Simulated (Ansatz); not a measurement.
# One crystal, many levels of theory: AgCl (Fm-3m), part 2 of 2

What gap does each level of theory give for AgCl (Fm-3m), and in what time?

Ansatz 0.2.0; density functionals, hybrids and G0W0, plane waves, PAW. Known limits of the many-body steps: finite bands, screening cutoff and k mesh; no spin-orbit coupling in G0W0; d shells not analysed.

So far. Step 10 (G0W0@HSE06, 6×6×6 mesh, 127 empty bands, screening to …): Over 9 of 16 irreducible mesh points the G0W0 gap is 2.810 eV, from k = (0.000, 0.000, -0.500) to k = Γ. The HSE06 gap of this run on the mesh is 2.411 eV. The two states that bound the G0W0 gap lie that far apart at the start, so the correction of the gap is 2.810 − 2.411 = +0.399 eV.

In doubt: one-shot GW on d or f shells is unsure (steps 9, 10, 11), so the values of those runs are not to be relied on; masses and optical values from hybrid runs of this build are listed as unsure (steps 10, 11), which bears on the screening that GW takes from such a start.

**12. The ladder**

Each gap is the least one over the points named; times are wall times on shared hosts, not benchmarks. A G0W0 time includes the run's own self-consistent start. Runs with listed points see these and the mesh alone, so an edge that moves elsewhere is missed. Rows marked * are further runs, not shown as steps, whose inputs differ from the G0W0 step on the same start in the columns given; solver thresholds can differ too. Symmetry makes (0.500, 0.500, 0.500) and (0.000, 0.000, -0.500) one point.

```
     level   mesh       files, cutoff  bands summed, screening                           points  gap (eV)             valence top  conduction bottom  least direct gap (eV)   time
       LDA  8×8×8  soft_2 PAW, 420 eV                        -           mesh and listed points     0.614   (0.500, 0.500, 0.500)                  Γ                  2.745  4.8 s
       PBE  8×8×8  soft_2 PAW, 420 eV                        -                    mesh and path     0.911   (0.500, 0.500, 0.500)                  Γ                  3.007   10 s
   PBE+SOC  8×8×8  soft_2 PAW, 420 eV                        -           mesh and listed points     0.870   (0.500, 0.500, 0.500)                  Γ                  2.958  5.8 s
    r2SCAN  8×8×8  soft_2 PAW, 500 eV                        -           mesh and listed points     1.475   (0.500, 0.500, 0.500)                  Γ                  3.592  9.7 s
     HSE06  4×4×4  soft_2 PAW, 420 eV                        -           mesh and listed points     2.417   (0.500, 0.500, 0.500)                  Γ                  4.551   12 s
      PBE0  4×4×4  soft_2 PAW, 420 eV                        -           mesh and listed points     3.123   (0.500, 0.500, 0.500)                  Γ                  5.267  9.4 s
  DDH-PBE0  4×4×4  soft_2 PAW, 420 eV                        -           mesh and listed points     2.634   (0.500, 0.500, 0.500)                  Γ                  4.776   17 s
 G0W0@PBE*  6×6×6  soft_2 PAW, 420 eV                57, 60 eV  9 of 16 irreducible mesh points     1.943  (0.000, 0.000, -0.500)                  Γ                  4.275   14 s
 G0W0@PBE*  6×6×6  soft_2 PAW, 420 eV              140, 120 eV  9 of 16 irreducible mesh points     2.043  (0.000, 0.000, -0.500)                  Γ                  4.349   14 s
  G0W0@PBE  6×6×6  soft_2 PAW, 420 eV              286, 200 eV  9 of 16 irreducible mesh points     2.086  (0.000, 0.000, -0.500)                  Γ                  4.421   30 s
 G0W0@PBE*  4×4×4  soft_2 PAW, 420 eV              140, 120 eV   6 of 8 irreducible mesh points     2.044  (0.000, 0.000, -0.500)                  Γ                  4.352   12 s
G0W0@HSE06  6×6×6  soft_2 PAW, 420 eV              140, 120 eV  9 of 16 irreducible mesh points     2.810  (0.000, 0.000, -0.500)                  Γ                  5.199   45 s
 G0W0@PBE0  6×6×6  soft_2 PAW, 420 eV              140, 120 eV  9 of 16 irreducible mesh points     3.032  (0.000, 0.000, -0.500)                  Γ                  5.425   28 s
```

**13. What came out**

```yaml
lda_over_mesh_and_listed_points: 0.614 eV
pbe_over_mesh_and_path: 0.911 eV
pbe_soc_over_mesh_and_listed_points: 0.870 eV
r2scan_over_mesh_and_listed_points: 1.475 eV
hse06_over_mesh_and_listed_points: 2.417 eV
pbe0_over_mesh_and_listed_points: 3.123 eV
ddh_pbe0_over_mesh_and_listed_points: 2.634 eV
g0w0_pbe_286_bands_6x6x6_over_9_of_16_irreducible_mesh_points: 2.086 eV
g0w0_hse06_over_9_of_16_irreducible_mesh_points: 2.810 eV
g0w0_pbe0_over_9_of_16_irreducible_mesh_points: 3.032 eV
known_limits: finite bands, screening cutoff and k mesh; no spin-orbit coupling in G0W0; d shells not analysed
```

In words: The rows run from 0.614 eV (LDA) to 3.123 eV (PBE0). They differ in mesh, plane-wave cutoff, bands and screening cutoff of G0W0 and the points over which the gap was sought as well as in level, so only pairs that share these are like for like. PBE against LDA: 0.911 − 0.614 = +0.297 eV, with the same mesh, files and cutoff, and both edges at the same k points. PBE+SOC against PBE: 0.870 − 0.911 = −0.041 eV, with the same mesh, set of files (read in its fully relativistic form for the spin-orbit run) and cutoff, and both edges at the same k points. The spin-orbit run sees mesh and listed points alone, so its gap is an upper bound: the coupling can move an edge off these points, and the change over the zone, its sign included where it is small, is not known. PBE0 against HSE06: 3.123 − 2.417 = +0.706 eV, with the same mesh, files and cutoff, and both edges at the same k points. DDH-PBE0 against PBE0: 2.634 − 3.123 = −0.489 eV, with the same mesh, files and cutoff, and both edges at the same k points. G0W0@HSE06 against G0W0@PBE with 140 bands: 2.810 − 2.043 = +0.767 eV, with the same mesh, files and cutoffs, and both edges at the same k points. G0W0@PBE0 against G0W0@HSE06 with 140 bands: 3.032 − 2.810 = +0.222 eV, with the same mesh, files and cutoffs, and both edges at the same k points. The dielectric-dependent hybrid took 0.196 of exact exchange, against 0.25 in PBE0. G0W0@PBE (286 bands, 6×6×6) moves the gap of its own start on the mesh by 2.086 − 0.911 = +1.175 eV, between the same two levels. Both edges that PBE shows over mesh and path lie at k points where levels were corrected. Levels at other points were not corrected, so a lower G0W0 gap elsewhere in the zone is not ruled out. G0W0@HSE06 moves the gap of its own start on the mesh by 2.810 − 2.411 = +0.399 eV, between the same two levels. Both edges that HSE06 shows over mesh and listed points lie at k points where levels were corrected. Levels at other points were not corrected, so a lower G0W0 gap elsewhere in the zone is not ruled out. G0W0@PBE0 moves the gap of its own start on the mesh by 3.032 − 3.106 = −0.074 eV, between the same two levels. Both edges that PBE0 shows over mesh and listed points lie at k points where levels were corrected. Levels at other points were not corrected, so a lower G0W0 gap elsewhere in the zone is not ruled out. What spin-orbit coupling does to the G0W0 levels was not computed, so no sum with the G0W0 gap is formed. For G0W0@PBE: from 57 bands and 60 eV to 286 bands and 200 eV the gap moves by 2.086 − 1.943 = +0.143 eV (rung by rung 1.943, 2.043, 2.086 eV); bands and screening cutoff rise together, so their parts are not told apart. A line in one over the bands through the two highest rungs gives 2.086 + (2.086 − 2.043) × 140 / (286 − 140) = 2.127 eV, and through the pair below 2.043 + (2.043 − 1.943) × 57 / (140 − 57) = 2.112 eV. The two agree within 0.03 eV and the same two states bound the gap in each rung, so 2.127 eV is taken as an estimate of the limit on this mesh. The other G0W0 rows are shown at one basis each (140 bands), so their distance from the limit is not known here. With the 4×4×4 mesh in place of the 6×6×6 mesh and all else as in the G0W0@PBE row with 140 bands, the gap differs by 2.044 − 2.043 = +0.001 eV, and that of the start by 0.908 − 0.911 = −0.003 eV. The G0W0 runs are scalar-relativistic. One-shot GW is known to converge slowly in bands for compounds with shallow d shells. The cell holds Ag; the filling of the d shell and its place against the gap were not analysed here. G0W0@PBE runs of this series with other atomic data on the same mesh, not shown as steps, give 2.076 eV (hard PAW, 660 eV, 140 bands, screening to 120 eV; the table's row with the same empty bands and screening cutoff has 2.043 eV); where bands and cutoffs differ too, the part of the files is not isolated.

[Paths, hosts, dates, memory and timing lines, banners, echoed tables and standing remarks are left out of the program output.]

[Logs are printed without paths, hosts, clocks, repeated set-up lines and the standing remarks that a program may print on its own settings, such as how far it seeks lower states.]

[Runs of the session that timed out or met a known fault of the program may be left out.]

[Cells called generated may have been cut or substituted from an entry of the Crystallography Open Database or the Materials Project.]

[Hosts, paths, dates, database ids (printed as entryN), source tags and the programs' standing remarks are cut or masked in the printed files.]

[Where an RPA ε∞ is given, it is that of the G0W0 mesh and is not shown converged in it. Names of k-points follow the symmetry that the program found, which can be lower than the space group named. Band edges on a path are those of the sampled points; other points can move an edge, and change direct to indirect where valleys lie close.]

[Hybrid gaps are those of their k-mesh and are not shown converged in it.]
